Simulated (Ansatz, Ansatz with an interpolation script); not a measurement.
# Settings in Wannier-interpolated G0W0: SiO2 (I-42d)

How do the Wannier model and the GW settings move the interpolated bands of SiO2 (I-42d)?

Calculated with Ansatz 0.2.0; maximally localised Wannier functions, LDA, plane waves, PAW; PAW set soft_1.

Report form: the programs' logs are mostly left out.

## (1) The structure

It takes space group I-42d (No. 122, tetragonal). The conventional cell has a = 4.748 Å, b = 4.748 Å, c = 7.488 Å, α = 90.00°, β = 90.00°, γ = 90.00°. Nearest to Si lie 4 O at 1.62 Å. Nearest to O lie 2 Si at 1.62 Å. Farther neighbours and most contacts between anions are not listed.

The cell and positions come from the Crystallography Open Database and are kept as given unless a step says otherwise.

## (2) Wannier model on 6×6×6

input.yaml reads:

```yaml
crystal:
  lattice:
    - [-2.37405, 2.37405, 3.744]
    - [2.37405, -2.37405, 3.744]
    - [2.37405, 2.37405, -3.744]
  atoms:
    - { symbol: Si, position: [0.0, 0.0, 0.0] }
    - { symbol: Si, position: [0.75, 0.25, 0.5] }
    - { symbol: O, position: [0.99838, 0.625, 0.87338] }
    - { symbol: O, position: [0.375, 0.24838, 0.37338] }
    - { symbol: O, position: [0.75162, 0.125, 0.12662] }
    - { symbol: O, position: [0.875, 0.00162, 0.62662] }
kpoints:
  mp_grid: { grid: [6, 6, 6] }
hamiltonian:
  xc: lda
  pseudopotentials: { kind: paw, azcp: { folder: soft_1 }, xc_functional: pbe }
scf:
  occupations: { method: fixed }
  n_extra_bands: 44
output:
  wannier:
    kmesh: [6, 6, 6]
    projections:
      - { species: O, l: p, shell: 2 }
      - { species: Si, l: s, shell: 3 }
      - { species: Si, l: p, shell: 3 }
    minimise: true
    write_hr: true
    seedname: w
    conv_tol: 1.0e-06
    max_iter: 20000
    stability_check: false
    disentanglement:
      window: [-2.22, 17.51]
      frozen_window: [-2.22, 9.63]
      conv_tol: 1.0e-08
```

Started as:

```sh
ansatz run input.yaml --threads 3 --pin off --max-ram 92160MiB --backend cuda --events-out ev --progress --plain --runs-dir out --devices 1 --max-vram 13GiB
```

It took 8.1 s on 1 × NVIDIA H100 80GB HBM3 (shared by 6 runs) with 3 threads of AMD EPYC 7R13 (Zen 3), shared host; peak memory 0.96 GiB.

The run ended with an error after its SCF cycle had converged; no result of it is taken.

## (3) Wannier model on 6×6×6

input.yaml: that of step 2 with these lines changed.

```diff
@@ -34,4 +34,4 @@
     disentanglement:
-      window: [-2.22, 17.51]
-      frozen_window: [-2.22, 9.63]
+      window: [-2.22, 21.31]
+      frozen_window: [-2.22, 10.63]
       conv_tol: 1.0e-08
```

Run time: 18 s. Hardware: 1 × NVIDIA H100 80GB HBM3 (shared by 6 runs) with 3 threads; peak memory 0.97 GiB.

The run ended with an error after its SCF cycle had converged; no result of it is taken.

## (4) Wannier model on 6×6×6

Localised functions give a small Hamiltonian that interpolates between mesh points at no cost.

input.yaml: that of step 3 with these lines changed.

```diff
@@ -34,4 +34,4 @@
     disentanglement:
-      window: [-2.22, 21.31]
-      frozen_window: [-2.22, 10.63]
+      window: [-8.17, 16.91]
+      frozen_window: [-8.17, 9.63]
       conv_tol: 1.0e-08
```

The job ended after 8 s (1 × NVIDIA H100 80GB HBM3 (shared by 6 runs) with 3 threads; peak memory 0.97 GiB).

This step gave:

* gauge-invariant spread: 19.73 Å²
* diagonal spread: 0.01128 Å²
* off-diagonal spread: 8.838 Å²
* total spread: 28.58 Å²
* least projectability: 0.2769
* localisation steps: 70
* disentanglement steps: 168
* r.m.s. interpolation error: 0.001838 eV
* r.m.s. error near the gap: 0.002533 eV

Near the gap the model misses directly solved bands by 2.5 meV r.m.s. and by 36 meV at most in the window tested. This tests the starting bands, not the corrections carried with them.

Frozen up to 8.82 eV; above it the model need not follow the bands. The electronic bands at the labelled points (eV, zero at the valence-band top):

| point | band 13 | band 14 | band 15 | band 16 | band 17 | band 18 | band 19 | band 20 |
| --- | --- | --- | --- | --- | --- | --- | --- | --- |
| Γ | -1.32 | -1.03 | 0.00 | 0.00 | 5.82 | 8.46 | 11.19 | 11.19 |
| halfway | -1.27 | -0.75 | -0.10 | -0.10 | 7.13 | 9.38 | 10.50 | 10.59 |
| X | -0.74 | -0.74 | -0.23 | -0.23 | 9.29 | 9.29 | 10.09 | 10.09 |
| halfway | -0.76 | -0.76 | -0.26 | -0.26 | 9.28 | 9.28 | 10.17 | 10.17 |
| P | -0.80 | -0.80 | -0.29 | -0.29 | 9.28 | 9.28 | 10.27 | 10.27 |
| halfway | -1.12 | -0.79 | -0.33 | -0.15 | 8.64 | 9.42 | 9.94 | 10.27 |
| N | -1.27 | -0.68 | -0.28 | -0.18 | 8.21 | 9.24 | 10.01 | 10.06 |
| halfway | -1.31 | -0.87 | -0.09 | -0.08 | 6.77 | 9.08 | 10.23 | 10.54 |
| Γ | -1.32 | -1.03 | 0.00 | 0.00 | 5.82 | 8.46 | 11.19 | 11.19 |
| halfway | -1.60 | -1.06 | -0.07 | -0.07 | 6.96 | 8.93 | 9.93 | 9.93 |
| M | -1.50 | -1.50 | -0.10 | -0.10 | 8.79 | 8.79 | 9.48 | 9.48 |
| halfway | -1.51 | -1.32 | -0.17 | -0.11 | 8.91 | 9.01 | 9.36 | 9.56 |
| S | -1.16 | -1.02 | -0.40 | -0.13 | 8.84 | 9.33 | 9.64 | 9.86 |
| jump to S0 | -1.16 | -1.02 | -0.40 | -0.13 | 8.84 | 9.33 | 9.64 | 9.86 |
| halfway | -1.14 | -0.85 | -0.19 | -0.09 | 7.07 | 9.39 | 10.23 | 11.09 |
| Γ | -1.32 | -1.03 | 0.00 | 0.00 | 5.82 | 8.46 | 11.19 | 11.19 |
| jump to X | -0.74 | -0.74 | -0.23 | -0.23 | 9.29 | 9.29 | 10.09 | 10.09 |
| halfway | -0.75 | -0.75 | -0.26 | -0.26 | 9.28 | 9.28 | 10.20 | 10.20 |
| R | -0.86 | -0.86 | -0.28 | -0.28 | 9.28 | 9.28 | 10.13 | 10.13 |
| jump to G | -0.86 | -0.86 | -0.28 | -0.28 | 9.28 | 9.28 | 10.13 | 10.13 |
| halfway | -1.27 | -1.27 | -0.18 | -0.18 | 9.11 | 9.11 | 9.48 | 9.48 |
| M | -1.50 | -1.50 | -0.10 | -0.10 | 8.79 | 8.79 | 9.48 | 9.48 |

The same for Kohn-Sham, solved directly:

| point | band 13 | band 14 | band 15 | band 16 | band 17 | band 18 | band 19 | band 20 |
| --- | --- | --- | --- | --- | --- | --- | --- | --- |
| Γ | -1.32 | -1.03 | 0.00 | 0.00 | 5.82 | 8.46 | 11.10 | 11.10 |
| X | -0.74 | -0.74 | -0.23 | -0.23 | 9.25 | 9.25 | 9.94 | 9.94 |
| P | -0.80 | -0.80 | -0.29 | -0.29 | 9.24 | 9.24 | 9.70 | 9.70 |
| N | -1.27 | -0.68 | -0.28 | -0.18 | 8.21 | 8.95 | 9.79 | 10.00 |
| Γ | -1.32 | -1.03 | 0.00 | 0.00 | 5.82 | 8.46 | 11.10 | 11.10 |
| M | -1.50 | -1.50 | -0.10 | -0.10 | 8.79 | 8.79 | 9.48 | 9.48 |
| S | -1.16 | -1.02 | -0.40 | -0.13 | 8.84 | 9.10 | 9.44 | 9.75 |
| S0 | -1.16 | -1.02 | -0.40 | -0.13 | 8.84 | 9.10 | 9.44 | 9.75 |
| Γ | -1.32 | -1.03 | 0.00 | 0.00 | 5.82 | 8.46 | 11.10 | 11.10 |
| X | -0.74 | -0.74 | -0.23 | -0.23 | 9.25 | 9.25 | 9.94 | 9.94 |
| R | -0.86 | -0.86 | -0.28 | -0.28 | 9.24 | 9.24 | 9.77 | 9.77 |
| G | -0.86 | -0.86 | -0.28 | -0.28 | 9.24 | 9.24 | 9.77 | 9.77 |
| M | -1.50 | -1.50 | -0.10 | -0.10 | 8.79 | 8.79 | 9.48 | 9.48 |

## (5) A faulty Wannier input

input.yaml: that of step 4 with these lines changed.

```diff
@@ -23,6 +23,3 @@
     kmesh: [6, 6, 6]
-    projections:
-      - { species: O, l: p, shell: 2 }
-      - { species: Si, l: s, shell: 3 }
-      - { species: Si, l: p, shell: 3 }
+    projections: [{ species: Si, l: p, shell: 3 }]
     minimise: true
```

It took 12 s on 1 × NVIDIA H100 80GB HBM3 (shared by 6 runs) with 3 threads; peak memory 0.96 GiB.

The run ended with an error after its SCF cycle had converged; no result of it is taken.

The fault put into this input: trial orbitals that do not span the target bands.

## (6) G0W0: 6×6×6 mesh, 352 empty bands, screening to 150 eV, PAW set soft_1 files

G0W0 replaces the xc potential by the self-energy, built once from these orbitals. Only a window of levels is corrected, while the sums run over the empty bands that the input names.

This step: G0W0 on LDA, plane waves, PAW; PAW set soft_1.

input.yaml, the sections that differ from step 5:

```yaml
scf:
  occupations: { method: fixed }
gw:
  n_empty_bands: 352
  ecut_chi: 150.0
  qp_bands: [v12, c2]
  screening: { model: contour_deformation }
# crystal, kpoints, hamiltonian: as in step 5
# output: removed
```

Wall time 3.3 min (1 × NVIDIA H100 80GB HBM3 (shared by 6 runs) with 3 threads); peak memory 1.9 GiB; 6.2 min of CPU time.

The G0W0 gap on the mesh is 9.042 eV.

## (7) G0W0: 3×3×3 mesh, 352 empty bands, screening to 150 eV, PAW set soft_1 files

input.yaml: that of step 6 with these lines changed.

```diff
@@ -13,3 +13,3 @@
 kpoints:
-  mp_grid: { grid: [6, 6, 6] }
+  mp_grid: { grid: [3, 3, 3] }
 hamiltonian:
```

Elapsed: 11 s, on 1 × NVIDIA H100 80GB HBM3 (shared by 6 runs) with 3 threads; peak memory 1.2 GiB; 12 s of CPU time.

The G0W0 gap on the mesh is 9.058 eV.

## (8) G0W0: 6×6×6 mesh, 163 empty bands, screening to 90 eV, PAW set soft_1 files

input.yaml: that of step 7 with these lines changed.

```diff
@@ -13,3 +13,3 @@
 kpoints:
-  mp_grid: { grid: [3, 3, 3] }
+  mp_grid: { grid: [6, 6, 6] }
 hamiltonian:
@@ -20,4 +20,4 @@
 gw:
-  n_empty_bands: 352
-  ecut_chi: 150.0
+  n_empty_bands: 163
+  ecut_chi: 90
   qp_bands: [v12, c2]
```

Run time: 68 s. Hardware: 1 × NVIDIA H100 80GB HBM3 (shared by 6 runs) with 3 threads; peak memory 1.4 GiB.

The G0W0 gap on the mesh is 8.836 eV.

## (9) G0W0: 6×6×6 mesh, 352 empty bands, screening to 150 eV, plasmon pole, PAW set soft_1 files

input.yaml: that of step 8 with these lines changed.

```diff
@@ -20,5 +20,5 @@
 gw:
-  n_empty_bands: 163
-  ecut_chi: 90
+  n_empty_bands: 352
+  ecut_chi: 150.0
   qp_bands: [v12, c2]
-  screening: { model: contour_deformation }
+  screening: { model: godby_needs }
```

It took 6.1 min on 1 × NVIDIA H100 80GB HBM3 (shared by 6 runs) with 3 threads; peak memory 5.6 GiB; 14 min of CPU time.

The G0W0 gap on the mesh is 8.990 eV.

## (10) Interpolated results

Times are wall times on 1 × NVIDIA H100 80GB HBM3 (shared by 6 runs) with 3 threads of AMD EPYC 7R13 (Zen 3), shared host, good to a factor of about two.

| GW mesh | empty bands | cutoff (eV) | frequency | gap on mesh (eV) | gap over zone (eV) | direct gap (eV) | valence width (eV) | GW time |
| --- | --- | --- | --- | --- | --- | --- | --- | --- |
| 6×6×6 | 352 | 150 | contour deformation | 9.042 | 9.042 | 9.042 | 9.200 | 3.3 min |
| 3×3×3 | 352 | 150 | contour deformation | 9.058 | 9.058 | 9.058 | 9.202 | 11 s |
| 6×6×6 | 163 | 90 | contour deformation | 8.836 | 8.836 | 8.836 | 9.258 | 68 s |
| 6×6×6 | 352 | 150 | plasmon pole | 8.990 | 8.990 | 8.990 | 9.369 | 6.1 min |

## (11) Outcome

- 6×6×6 mesh, 352 empty bands, screening to 150 eV, PAW set soft_1 files: 9.04 eV
- 3×3×3 mesh, 352 empty bands, screening to 150 eV, PAW set soft_1 files: 9.06 eV
- 6×6×6 mesh, 163 empty bands, screening to 90 eV, PAW set soft_1 files: 8.84 eV
- 6×6×6 mesh, 352 empty bands, screening to 150 eV, plasmon pole, PAW set soft_1 files: 8.99 eV

The largest change, −0.21 eV in the gap over the zone, comes with 6×6×6 mesh, 163 empty bands, screening to 90 eV, PAW set soft_1 files. The first run is a reference, not a converged one, and where a row moves several settings no single cause can be named. Rows on another GW mesh add that mesh's corrections to the bands of the one model. With 3×3×3 mesh, 352 empty bands, screening to 150 eV, PAW set soft_1 files the gap over the zone moves by +0.02 eV and that on the mesh by +0.02 eV. With 6×6×6 mesh, 163 empty bands, screening to 90 eV, PAW set soft_1 files the gap over the zone moves by −0.21 eV and that on the mesh by −0.21 eV. With 6×6×6 mesh, 352 empty bands, screening to 150 eV, plasmon pole, PAW set soft_1 files the gap over the zone moves by −0.05 eV and that on the mesh by −0.05 eV. Gaps over the zone and on the mesh differ where an edge lies off the mesh, or where a GW run starts from another density: the starting gap over the zone is 5.822 eV, on the GW meshes it is 5.822 eV.

[Paths, hosts, dates, memory and timing lines, banners, echoed tables and standing remarks are left out of the program output.]

[Logs are printed without paths, hosts, clocks, repeated set-up lines and the standing remarks that a program may print on its own settings, such as how far it seeks lower states.]

[Runs of the session that timed out or met a known fault of the program may be left out.]

[Hosts, paths, dates, database ids (printed as entryN), source tags and the programs' standing remarks are cut or masked in the printed files.]
